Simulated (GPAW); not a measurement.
The Zn K edge of atom 1 in ZnNi3C (Pm-3m), with 12 Ni at 2.66 Å (cuboctahedral, site symmetry m-3m), was computed in 2 ways: excited-electron core hole (neutral cell) and no core hole. Program and functional: GPAW, LDA, Gaussian full width 1.67 eV up to 4 eV, rising linearly to 3.5 eV at 25 eV; cells of 5 and 10 atoms (the run without a hole in the smaller).

Each run is counted from its own lowest empty level or Fermi level and scaled to a mean of 1 over its first 20 eV.

```tsv
E (eV)	run 1	run 2
-2.0	0.00	0.00
-1.0	0.02	0.01
0.0	0.10	0.09
1.0	0.16	0.24
2.0	0.25	0.63
3.0	0.69	1.51
4.0	1.48	1.87
5.0	1.61	1.20
6.0	1.16	0.64
7.0	0.62	0.33
8.0	0.36	0.35
9.0	0.38	0.48
10.0	0.48	0.59
11.0	0.57	0.70
12.0	0.64	0.90
13.0	0.85	1.25
14.0	1.19	1.61
15.0	1.53	1.82
16.0	1.88	1.74
17.0	2.04	1.45
18.0	1.82	1.15
19.0	1.50	0.96
20.0	1.34	0.83
21.0	1.18	0.68
22.0	0.93	0.57
23.0	0.74	0.54
24.0	0.68	0.53
25.0	0.66	0.50
26.0	0.62	0.46
27.0	0.57	0.44
28.0	0.54	0.45
29.0	0.53	0.48
30.0	0.55	0.51
31.0	0.56	0.55
32.0	0.60	0.63
```

Q: Which run is which?

Run 1: no core hole (area from −2 to 6 eV 4.9, main maxima 4.6 eV (1.67) and 17.0 eV (2.04)). Run 2: excited-electron core hole (neutral cell) (area from −2 to 6 eV 5.9, main maxima 3.8 eV (1.92) and 15.2 eV (1.82)). With each curve scaled to its own mean, the area from −2 to 6 eV with the hole is 5.9 against 4.9, and the centre of weight from −1 to 20 eV moves by -1.0 eV: the hole pulls the absorber's empty states down.

[Banner, clock and machine lines of the logs are left out without a mark of their own.]

[Logs are printed without paths, hosts, clocks, repeated set-up lines and the standing remarks that a program may print on its own settings, such as how far it seeks lower states.]

[Hosts, paths, dates, database ids (printed as entryN), source tags and the programs' standing remarks are cut or masked in the printed files.]

[Lists of maxima count a maximum above −3 eV only where it reaches 4 % of the highest in the window and stands out from its surroundings by 2 % of it (1.5 % where it reaches 55 %); shoulders and weaker maxima are passed over, and of the rest the first, up to two pre-edge ones and the few strongest are named.]
